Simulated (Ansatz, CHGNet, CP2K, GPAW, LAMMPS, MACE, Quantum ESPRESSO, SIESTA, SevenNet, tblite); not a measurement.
## Glassy 74TiO2-26ZrO2 (mol %) (105 atoms): runs against a plane-wave reference

Density of this cell: 3.95 g/cm³. The cell holds 105 atoms: 26 Ti, 9 Zr and 70 O. Cell: a = 11.023 Å, b = 11.023 Å, c = 11.023 Å, α = 90.0°, β = 90.0°, γ = 90.0°. 105 atoms (26 Ti, 9 Zr, 70 O) placed at random at 3.98 g/cm³, melted at 4000 K for 10 ps at fixed volume with the Morse and Coulomb pair potential with partial charges (Pedone, Malavasi, Menziani, Cormack and Segre, J. Phys. Chem. B 110, 11780 (2006)). Quenched from 4000 K to 300 K at 50 K/ps and fixed volume, held 10 ps at zero pressure, then minimised at fixed cell.

Geometry: as built.

The reference, a calculation:

* method: Kohn-Sham DFT, PBE, SSSP efficiency 1.3.0 pseudopotentials, plane waves (Quantum ESPRESSO 7.5); sssp-pbe-1.3.0-efficiency, cutoffs 60/480 Ry, Γ point
* r.m.s. force component: 0.597 eV/Å
* longest force: 2.513 eV/Å
* pressure: 0.62 GPa
* gap (highest filled to lowest empty level): 2.446 eV
* time: 21 min on 2 MPI ranks of Arm Neoverse V1, shared host
* CPU time: 42 min

Runs, in no order:
A. CP2K PBE, DZVP-MOLOPT-SR, 800/50 Ry, diagonalisation: Kohn-Sham DFT, PBE, GTH-PBE pseudopotentials, Gaussian and plane waves, DZVP-MOLOPT-SR-GTH, diagonalisation
B. GPAW PBE, grid h 0.18 Å: Kohn-Sham DFT, PBE, PAW, finite differences on a real-space grid
C. GPAW PBE, LCAO dzp, h 0.25 Å: Kohn-Sham DFT, PBE, PAW, atomic orbitals (dzp)
D. SIESTA PBE, SZP, shift 0.01 Ry, mesh 500 Ry: Kohn-Sham DFT, PBE, PseudoDojo 0.4.1 norm-conserving pseudopotentials (converted to PSML), numerical atomic orbitals (SZP), diagonalisation
E. GPAW revPBE, LCAO dzp, h 0.18 Å: Kohn-Sham DFT, revPBE, PAW, atomic orbitals (dzp)

Q: Order them from the smallest to the largest r.m.s. force difference.

A, B, D, E, C.

```
                                                    run  Δ force, r.m.s. (meV/Å)  share of r.m.s. force (%)  CPU time
A. CP2K PBE, DZVP-MOLOPT-SR, 800/50 Ry, diagonalisation                     35.8                       5.99    15 min
                             B. GPAW PBE, grid h 0.18 Å                     69.3                       11.6    42 min
         D. SIESTA PBE, SZP, shift 0.01 Ry, mesh 500 Ry                      106                       17.7   6.4 min
                     E. GPAW revPBE, LCAO dzp, h 0.18 Å                      173                       28.9    13 min
                        C. GPAW PBE, LCAO dzp, h 0.25 Å                      524                       87.7    10 min
```

The network of bonds at the start is that of the classical potential that made the cell, and needn't be the one that DFT or experiment would give. The electronic-structure runs sample only Γ, in a cell whose shortest periodic width is 11 Å.

[Logs are printed without paths, hosts, clocks, repeated set-up lines and the standing remarks that a program may print on its own settings, such as how far it seeks lower states.]

[Hosts, paths, dates, database ids (printed as entryN), source tags and the programs' standing remarks are cut or masked in the printed files.]
